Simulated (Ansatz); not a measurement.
# H2Pb (model cell, started as rutile): a soft mode frozen in, part 2 of 2

Aim: this structure of H2Pb (model cell, started as rutile) is to be tested for unstable modes, and one is followed downhill.

Ansatz 0.2.0; DFT PBEsol, scalar-relativistic, plane waves, PAW.

So far, highest frequency on the path or at a solved wavevector (cm⁻¹): step 2 (response at finite wavevector) 1069. Also lowest frequency on the path (cm⁻¹): step 2 -773.

The structure was built from a prototype and need not be the compound's stable phase.

### 4. The mode frozen in, largest atomic shift 0.45 Å

The atoms are moved along the unstable eigenvector, the largest shift by 0.45 Å, with the cell fixed.

input.yaml reads:

```yaml
crystal:
  lattice:
    - [4.9543492694, 0.0, 0.0]
    - [0.0, 4.9543492694, 0.0]
    - [0.0, 0.0, 7.518767831]
  atoms:
    - { symbol: Pb, position: [-0.0001164115, 0.0001164115, 0.0] }
    - { symbol: Pb, position: [0.0001164115, -0.0001164115, 0.5] }
    - { symbol: Pb, position: [0.4998835885, 0.4998835885, 0.25] }
    - { symbol: Pb, position: [0.5001164115, 0.5001164115, 0.75] }
    - { symbol: H, position: [0.3212428782, 0.309408636, -0.0595956901] }
    - { symbol: H, position: [0.309408636, 0.3212428782, 0.5595956901] }
    - { symbol: H, position: [0.690591364, 0.6787571218, 0.0595956901] }
    - { symbol: H, position: [0.6787571218, 0.690591364, 0.4404043099] }
    - { symbol: H, position: [0.8212428782, 0.190591364, 0.3095956901] }
    - { symbol: H, position: [0.809408636, 0.1787571218, 0.6904043099] }
    - { symbol: H, position: [0.190591364, 0.8212428782, 0.1904043099] }
    - { symbol: H, position: [0.1787571218, 0.809408636, 0.8095956901] }
kpoints:
  mp_grid: { grid: [6, 6, 4] }
hamiltonian:
  xc: pbesol
scf:
  occupations: { method: methfessel_paxton, width: 0.15 }
output:
  forces: true
  stress: true
  eigenvalues: true
```

Launch:

```bash
> ansatz run input.yaml --threads 8 --pin off --max-ram 14336MiB --backend cpu --events-out ev --progress --plain --runs-dir out
```

Numbers of over 12 decimals in the logs are rounded to 6 here.

Log:

```text
[...]
Crystal: 12 atoms, lattice volume = 184.552 Å³
Basis set: ecut = 420 eV, 3613 PW (Γ), exchange–correlation on 72×72×108 points (8 copies of the dense FFT grid, shifted against one another)
Bands: 44, of which v1, the nominal top of the filled ones, is band 32 counted from 1 (31 counted from 0)
Symmetry: 8 space group operations
[...]
k-point 0: bands = [... 28 lower, 3.2540, 3.6608, 4.9708, 6.6102, 8.2074, 8.7135, 9.3420, 9.3934, ... 7 higher]
  k-point 1: bands = [... 28 lower, 3.2929, 4.2363, 4.3110, 6.8241, 8.1769, 9.2294, 9.3547, 9.4141, ... 7 higher]
  k-point 2: bands = [... 28 lower, 3.1087, 3.1087, 5.9137, 5.9137, 8.8870, 8.8870, 9.0820, 9.0820, ... 7 higher]
  k-point 29: bands = [... 28 lower, 4.1450, 4.1450, 4.1450, 4.1450, 8.4737, 8.4737, 8.4737, 8.4737, ... 7 higher]
[key lines of the parts left out:]
SCF converged after 7 iterations
Free energy (F): -47140.110999 eV
Fermi energy:    6.847697 eV
P = ⅓ Tr σ = 2.6504 GPa (26.504 kbar)
```

Elapsed: 3.1 s, on 8 threads of Arm Neoverse V1, shared host; peak memory 0.69 GiB.

This step gave:

| Item | Value |
| --- | --- |
| pressure | 2.650 GPa |
| gap on the k-mesh | 0.1021 eV |
| energy from the undistorted cell | -43.91 meV/atom |

The energy, extrapolated to zero smearing, is -43.91 meV/atom against the undistorted cell.

The run ends at a pressure of 2.65 GPa, with forces up to 0.65 eV/Å.

### 5. Energy along the mode, all amplitudes (two of the runs are shown above)

An imaginary frequency means negative curvature, so the energy should fall and then rise again as anharmonic terms take over.

This step gave:

- depth at the lowest point sampled: 43.91 meV/atom
- largest atomic shift at that point: 0.45 Å

The energy from the parent by largest atomic shift:

| largest atomic shift (Å) | energy from the parent (meV/atom) |
| --- | --- |
| 0.000 | 0 |
| 0.040 | -1.10 |
| 0.080 | -4.03 |
| 0.140 | -11.1 |
| 0.220 | -22.9 |
| 0.320 | -38.1 |
| 0.450 | -43.9 |
| 0.600 | -7.67 |

Displacement at unit largest shift by atom:

| atom | x (Å) | y (Å) | z (Å) | size |
| --- | --- | --- | --- | --- |
| Pb1 | 0.00 | 0.00 | 0.00 | 0.00 |
| Pb2 | 0.00 | 0.00 | 0.00 | 0.00 |
| Pb3 | 0.00 | 0.00 | 0.00 | 0.00 |
| Pb4 | 0.00 | 0.00 | 0.00 | 0.00 |
| H5 | 0.07 | -0.07 | -1.00 | 1.00 |
| H6 | -0.07 | 0.07 | 1.00 | 1.00 |
| H7 | 0.07 | -0.07 | 1.00 | 1.00 |
| H8 | -0.07 | 0.07 | -1.00 | 1.00 |
| H9 | 0.07 | 0.07 | 1.00 | 1.00 |
| H10 | -0.07 | -0.07 | -1.00 | 1.00 |
| H11 | 0.07 | 0.07 | -1.00 | 1.00 |
| H12 | -0.07 | -0.07 | 1.00 | 1.00 |

The lowest of the steps tried is at 0.45 Å, 43.9 meV/atom below the parent; the bottom of the well need not coincide with a step.

### 6. Relaxation from the frozen mode

Starting from the lowest point found, all atoms and the cell are let go, so that strain and other modes of the same symmetry can join in.

input.yaml: that of step 4 with these lines changed.

```diff
@@ -28 +28,6 @@
   eigenvalues: true
+relax:
+  adjacent_minimum: "off"
+  f_tol: 0.002
+  max_steps: 120
+  cell: { stress_tol: 0.03 }
```

Log:

```text
[...]
Crystal: 12 atoms, lattice volume = 184.552 Å³
Basis set: ecut = 420 eV, 3613 PW (Γ), exchange–correlation on 72×72×108 points (8 copies of the dense FFT grid, shifted against one another)
Bands: 44, of which v1, the nominal top of the filled ones, is band 32 counted from 1 (31 counted from 0)
Symmetry: 8 space group operations
[...]
k-points: 30 of 144 (time reversal used)
[...]
SCF iter   1: F=—  HF=-47140.140917 eV  |F-HF|=—  |Δ(HF+E_count)|=         —  Δρ=7.46e-3  dr2=9.41e-2  ethr=1.77e-3  ⟨swp⟩=9.3  Hψ=7048  notcnv=0
[...]
SCF iter   7: F=-47140.110999 eV  HF=-47140.110999 eV  |F-HF|=1.22e-8  |Δ(HF+E_count)|=   1.80e-7  S|Δr|=    0.00e0  Δρ=3.33e-6  dr2=3.17e-8  ethr=1.56e-10  ⟨swp⟩=12.1  Hψ=6629  notcnv=0
SCF 1 converged in 7 iterations: F = -47140.110999 eV  dr2 = 3.17e-8
[...]
relax step   1: F+E_penalty+E_count = -47140.11099869 eV  Δ(F+E_penalty+E_count) = +0.000e0 eV  max|allowed force component| = 4.624e-1 eV/Å  Δτ_max = 0.0000 Å  P = +2.650 GPa  Ω = 184.552 Å³  (7 SCF iters, dr2 threshold 1.00e-7 eV, accepted)
Crystal: 12 atoms, lattice volume = 194.311 Å³
Basis set: ecut = 420 eV, 3839 PW (Γ), exchange–correlation on 72×72×108 points (8 copies of the dense FFT grid, shifted against one another)
[...]
SCF iter   6: F=-47140.397807 eV  HF=-47140.397807 eV  |F-HF|=2.10e-8  |Δ(HF+E_count)|=   6.36e-8  S|Δr|=    0.00e0  Δρ=7.32e-6  dr2=1.19e-7  ethr=1.87e-9  ⟨swp⟩=8.2  Hψ=5920  notcnv=0
SCF 2 converged in 6 iterations: F = -47140.397807 eV  dr2 = 1.19e-7
[...]
relax step   2: F+E_penalty+E_count = -47140.39780677 eV  Δ(F+E_penalty+E_count) = -2.868e-1 eV  max|allowed force component| = 1.966e-1 eV/Å  Δτ_max = 0.1178 Å  P = -1.285 GPa  Ω = 194.311 Å³  energy of the carried Pulay correction = -5.008e-3 eV  (6 SCF iters, dr2 threshold 1.20e-6 eV, accepted)
Crystal: 12 atoms, lattice volume = 191.736 Å³
Basis set: ecut = 420 eV, 3759 PW (Γ), exchange–correlation on 72×72×108 points (8 copies of the dense FFT grid, shifted against one another)
[...]
SCF iter   5: F=-47140.506035 eV  HF=-47140.506034 eV  |F-HF|=1.05e-7  |Δ(HF+E_count)|=   1.26e-6  S|Δr|=    0.00e0  Δρ=7.11e-6  dr2=1.06e-7  ethr=1.87e-9  ⟨swp⟩=8.6  Hψ=5925  notcnv=0
SCF 3 converged in 5 iterations: F = -47140.506035 eV  dr2 = 1.06e-7
[...]
relax step   3: F+E_penalty+E_count = -47140.50603459 eV  Δ(F+E_penalty+E_count) = -1.082e-1 eV  max|allowed force component| = 1.071e-1 eV/Å  Δτ_max = 0.0743 Å  P = -0.595 GPa  Ω = 191.736 Å³  energy of the carried Pulay correction = -3.712e-3 eV  (5 SCF iters, dr2 threshold 1.20e-6 eV, accepted)
[... from here on, the SCF cycles and remarks between the steps are left out ...]
relax step   4: F+E_penalty+E_count = -47140.62163644 eV  Δ(F+E_penalty+E_count) = -1.156e-1 eV  max|allowed force component| = 6.694e-2 eV/Å  Δτ_max = 0.2000 Å  P = -0.325 GPa  Ω = 189.680 Å³  energy of the carried Pulay correction = -2.664e-3 eV  (5 SCF iters, dr2 threshold 1.17e-6 eV, accepted)
relax step   5: F+E_penalty+E_count = -47140.63557840 eV  Δ(F+E_penalty+E_count) = -1.394e-2 eV  max|allowed force component| = 6.322e-2 eV/Å  Δτ_max = 0.1145 Å  P = +0.305 GPa  Ω = 190.985 Å³  energy of the carried Pulay correction = -3.330e-3 eV  (6 SCF iters, dr2 threshold 2.91e-7 eV, accepted)
relax step   6: F+E_penalty+E_count = -47140.64182148 eV  Δ(F+E_penalty+E_count) = -6.243e-3 eV  max|allowed force component| = 5.697e-3 eV/Å  Δτ_max = 0.0201 Å  P = +0.005 GPa  Ω = 191.013 Å³  energy of the carried Pulay correction = -3.345e-3 eV  (5 SCF iters, dr2 threshold 5.95e-7 eV, accepted)
relax step   7: F+E_penalty+E_count = -47140.64185810 eV  Δ(F+E_penalty+E_count) = -3.662e-5 eV  max|allowed force component| = 5.140e-3 eV/Å  Δτ_max = 0.0051 Å  P = +0.041 GPa  Ω = 191.264 Å³  energy of the carried Pulay correction = -3.472e-3 eV  (5 SCF iters, dr2 threshold 8.26e-9 eV, accepted)
relax step   8: F+E_penalty+E_count = -47140.64180949 eV  Δ(F+E_penalty+E_count) = +4.860e-5 eV  max|allowed force component| = 9.280e-4 eV/Å  Δτ_max = 0.0027 Å  P = -0.002 GPa  Ω = 191.583 Å³  energy of the carried Pulay correction = -3.634e-3 eV  (5 SCF iters, dr2 threshold 6.66e-9 eV, accepted)
relax step   9: F+E_penalty+E_count = -47140.64787551 eV  Δ(F+E_penalty+E_count) = -6.066e-3 eV  max|allowed force component| = 9.170e-4 eV/Å  Δτ_max = 0.0000 Å  P = +0.020 GPa  Ω = 191.583 Å³  stress off target by 5.09e-2 GPa  SCF on the basis re-selected at this cell (its energy is not comparable with the rows above)  (5 SCF iters)
relax step  10: F+E_penalty+E_count = -47140.64780518 eV  Δ(F+E_penalty+E_count) = +7.033e-5 eV  max|allowed force component| = 8.175e-4 eV/Å  Δτ_max = 0.0030 Å  P = -0.003 GPa  Ω = 191.793 Å³  energy of the carried Pulay correction = -1.117e-4 eV  (5 SCF iters, dr2 threshold 6.47e-9 eV, accepted)
[...]
SCF iter   4: F=-47140.647921 eV  HF=-47140.647921 eV  |F-HF|=3.64e-11  |Δ(HF+E_count)|=   1.66e-9  S|Δr|=    0.00e0  Δρ=6.50e-8  dr2=5.43e-12  ethr=1.00e-12  ⟨swp⟩=8.6  Hψ=5993  notcnv=0
SCF 11 converged in 4 iterations: F = -47140.647921 eV  dr2 = 5.43e-12
relax step  11: F+E_penalty+E_count = -47140.64792135 eV  Δ(F+E_penalty+E_count) = -1.162e-4 eV  max|allowed force component| = 8.186e-4 eV/Å  Δτ_max = 0.0000 Å  P = -0.003 GPa  Ω = 191.793 Å³  stress off target by 2.93e-3 GPa  SCF on the basis re-selected at this cell (its energy is not comparable with the rows above)  (4 SCF iters)
[...]
SCF converged after 4 iterations
[...]
Free energy (F): -47140.647921 eV
[...]
Internal energy: -47140.647922 eV  (E = F + TS)
E sigma→0 (E₀):  -47140.647921 eV
Entropy (-TS):   0.000000 eV (0.000 meV/atom)
Fermi energy:    6.157581 eV
[...]
--- Forces (eV/Å), atoms counted from 1 ---
  atom   1  Pb     0.00081858    -0.00081858     0.00000000
  atom   2  Pb    -0.00081858     0.00081858     0.00000000
  atom   3  Pb     0.00081858     0.00081858    -0.00000000
  atom   4  Pb    -0.00081858    -0.00081858    -0.00000000
  atom   5  H      0.00051757     0.00048094    -0.00016068
  atom   6  H      0.00048094     0.00051757     0.00016068
  atom   7  H     -0.00048094    -0.00051757     0.00016068
  atom   8  H     -0.00051757    -0.00048094    -0.00016068
  atom   9  H      0.00051757    -0.00048094     0.00016068
  atom  10  H      0.00048094    -0.00051757    -0.00016068
  atom  11  H     -0.00048094     0.00051757    -0.00016068
  atom  12  H     -0.00051757     0.00048094     0.00016068
  max |Σ_I F_I| component: 1.23e-17 eV/Å
--- Stress (GPa, compression-positive) ---
       -0.002932       0.000000       0.000000
        0.000000      -0.002932      -0.000000
        0.000000      -0.000000      -0.001650
  P = ⅓ Tr σ = -0.0025 GPa (-0.025 kbar)
--- Band table (eV; the first three rows and the last of 30) ---
  k-point 0: bands = [... 28 lower, 3.3614, 3.3614, 4.1177, 5.5310, 7.1206, 8.5650, 8.5650, 8.7700, ... 8 higher]
  k-point 1: bands = [... 28 lower, 2.7200, 3.7242, 4.4224, 5.6393, 7.4204, 8.0666, 8.8660, 8.8938, ... 8 higher]
  k-point 2: bands = [... 28 lower, 2.9754, 2.9754, 5.4251, 5.4251, 7.9439, 7.9439, 8.2843, 8.2843, ... 8 higher]
  k-point 29: bands = [... 28 lower, 3.5843, 3.5843, 3.5843, 3.5843, 7.4172, 7.4172, 7.4172, 7.4172, ... 8 higher]
--- Relaxed structure (9 steps of the walk, 9 accepted, 2 SCFs on fresh bases) ---
  F+E_penalty+E_count = -47140.64792135 eV   max|allowed force component| = 8.186e-4 eV/Å   (the final SCF, on the basis selected at the relaxed cell)
  cell:  # Å, volume = 191.7928 Å³
    - [4.874283, 0.0, 0.0]
    - [0.0, 4.874283, 0]
    - [0.0, 0, 8.072553]
  atoms:
    - { symbol: Pb, position: [-0.00128926, 0.00128926, 0] }
    - { symbol: Pb, position: [0.00128926, -0.00128926, 0.5] }
    - { symbol: Pb, position: [0.498711, 0.498711, 0.25] }
    - { symbol: Pb, position: [0.501289, 0.501289, 0.750000] }
    - { symbol: H, position: [0.361291, 0.231900, -0.090389] }
    - { symbol: H, position: [0.231900, 0.361291, 0.590389] }
    - { symbol: H, position: [0.768100, 0.638709, 0.090389] }
    - { symbol: H, position: [0.638709, 0.768100, 0.409611] }
    - { symbol: H, position: [0.861291, 0.268100, 0.340389] }
    - { symbol: H, position: [0.731900, 0.138709, 0.659611] }
    - { symbol: H, position: [0.268100, 0.861291, 0.159611] }
    - { symbol: H, position: [0.138709, 0.731900, 0.840389] }
```

Run time: 39 s. Hardware: 8 threads; peak memory 0.79 GiB.

The steps of the relaxation:

| step | energy less that of the first step (eV) | largest force component (eV/Å) | pressure (GPa) | volume (Å³) |
| --- | --- | --- | --- | --- |
| 1 | 0.0000 | 0.4624 | 2.65 | 184.55 |
| 2 | -0.2868 | 0.1966 | -1.29 | 194.31 |
| 3 | -0.3950 | 0.1071 | -0.59 | 191.74 |
| 4 | -0.5106 | 0.0669 | -0.33 | 189.68 |
| 5 | -0.5246 | 0.0632 | 0.30 | 190.98 |
| 6 | -0.5308 | 0.0057 | 0.01 | 191.01 |
| 7 | -0.5309 | 0.0051 | 0.04 | 191.26 |
| 8 | -0.5308 | 0.0009 | 0.00 | 191.58 |
| 9* | -0.5369 | 0.0009 | 0.02 | 191.58 |
| 10 | -0.5368 | 0.0008 | 0.00 | 191.79 |
| 11* | -0.5369 | 0.0008 | 0.00 | 191.79 |

Relaxation steps marked * repeat the geometry before them on a plane-wave basis chosen anew for their cell, so energy and pressure can jump there.

Forces are held to the 8 operations that the run works with; a distortion that breaks them can't arise in this run.

| conventional cell, symmetrised | before | after | change |
| --- | --- | --- | --- |
| a (Å) | 4.954 | 4.874 | -1.6 % |
| b (Å) | 4.954 | 4.874 | -1.6 % |
| c (Å) | 7.519 | 8.073 | +7.4 % |
| volume (Å³/atom) | 15.38 | 15.98 | +3.9 % |

The atoms that moved most (Å, as changes of fractional coordinates times the final cell):

| atom | dx | dy | dz | length |
| --- | --- | --- | --- | --- |
| H9 | 0.195 | 0.378 | 0.249 | 0.493 |
| H11 | 0.378 | 0.195 | -0.249 | 0.493 |
| H5 | 0.195 | -0.378 | -0.249 | 0.493 |
| H6 | -0.378 | 0.195 | 0.249 | 0.493 |
| H8 | -0.195 | 0.378 | -0.249 | 0.493 |
| H10 | -0.378 | -0.195 | -0.249 | 0.493 |
| H7 | 0.378 | -0.195 | 0.249 | 0.493 |
| H12 | -0.195 | -0.378 | 0.249 | 0.493 |

Final coordinates:

```
Pb H
1.0
     4.87428    0.00000    0.00000
     0.00000    4.87428    0.00000
     0.00000    0.00000    8.07255
Pb H
4 8
Direct
  0.99871 0.00129 0.00000
  0.00129 0.99871 0.50000
  0.49871 0.49871 0.25000
  0.50129 0.50129 0.75000
  0.36129 0.23190 0.90961
  0.23190 0.36129 0.59039
  0.76810 0.63871 0.09039
  0.63871 0.76810 0.40961
  0.86129 0.26810 0.34039
  0.73190 0.13871 0.65961
  0.26810 0.86129 0.15961
  0.13871 0.73190 0.84039
```

Numbers from this step:

| Item | Value |
| --- | --- |
| pressure | -0.002505 GPa |
| volume per atom | 15.98 Å³ |
| gap on the k-mesh | 1.051 eV |

The distorted start has space group P4_12_12; the relaxation ends in P4_12_12.

### 7. Outcome

| Item | Value |
| --- | --- |
| unstable mode of the parent | q = (0, 0, -0.5), 773i cm⁻¹ |
| depth at the lowest point sampled | 43.9 meV/atom |
| largest atomic shift at that point | 0.45 Å |
| space group reached (within 0.01 Å) | P4_12_12 |
| energy gained over the parent (first relaxation, on the mesh of the frozen mode) | 88.6 meV/atom |
| volume per atom, phase reached | 16.0 Å³ |
| gap on the k-mesh, phase reached | 1.05 eV |

What this shows: Along this mode the structure falls into P4_12_12, 88.6 meV/atom below the parent. At the parent's cell the well is 43.91 meV/atom deep on the steps tried, with its lowest point at a shift of 0.45 Å. Relaxing atoms and cell changes the gain by +44.73 meV/atom against the lowest step (energies at zero smearing). The modes of the phase reached were not computed on this path. Of the 6 patterns followed to their end from this parent, this one reaches the lowest energy. Each path keeps the symmetry of its pattern, so a lower phase may lie along a pattern not tried. The q mesh stands for a supercell only 7.5 Å across, so branches between the solved wavevectors are rough. With no gap, or one that is small against the smearing, the frequencies hang on the k mesh and the smearing, most of all near Kohn anomalies. Spin-orbit coupling is left out, which can matter for the heavy elements here. The starting cell was built on a prototype and not taken from a measurement, so the phase need not exist.

[Logs are printed without paths, hosts, clocks, repeated set-up lines and the standing remarks that a program may print on its own settings, such as how far it seeks lower states.]

[Hosts, paths, dates, database ids (printed as entryN), source tags and the programs' standing remarks are cut or masked in the printed files.]
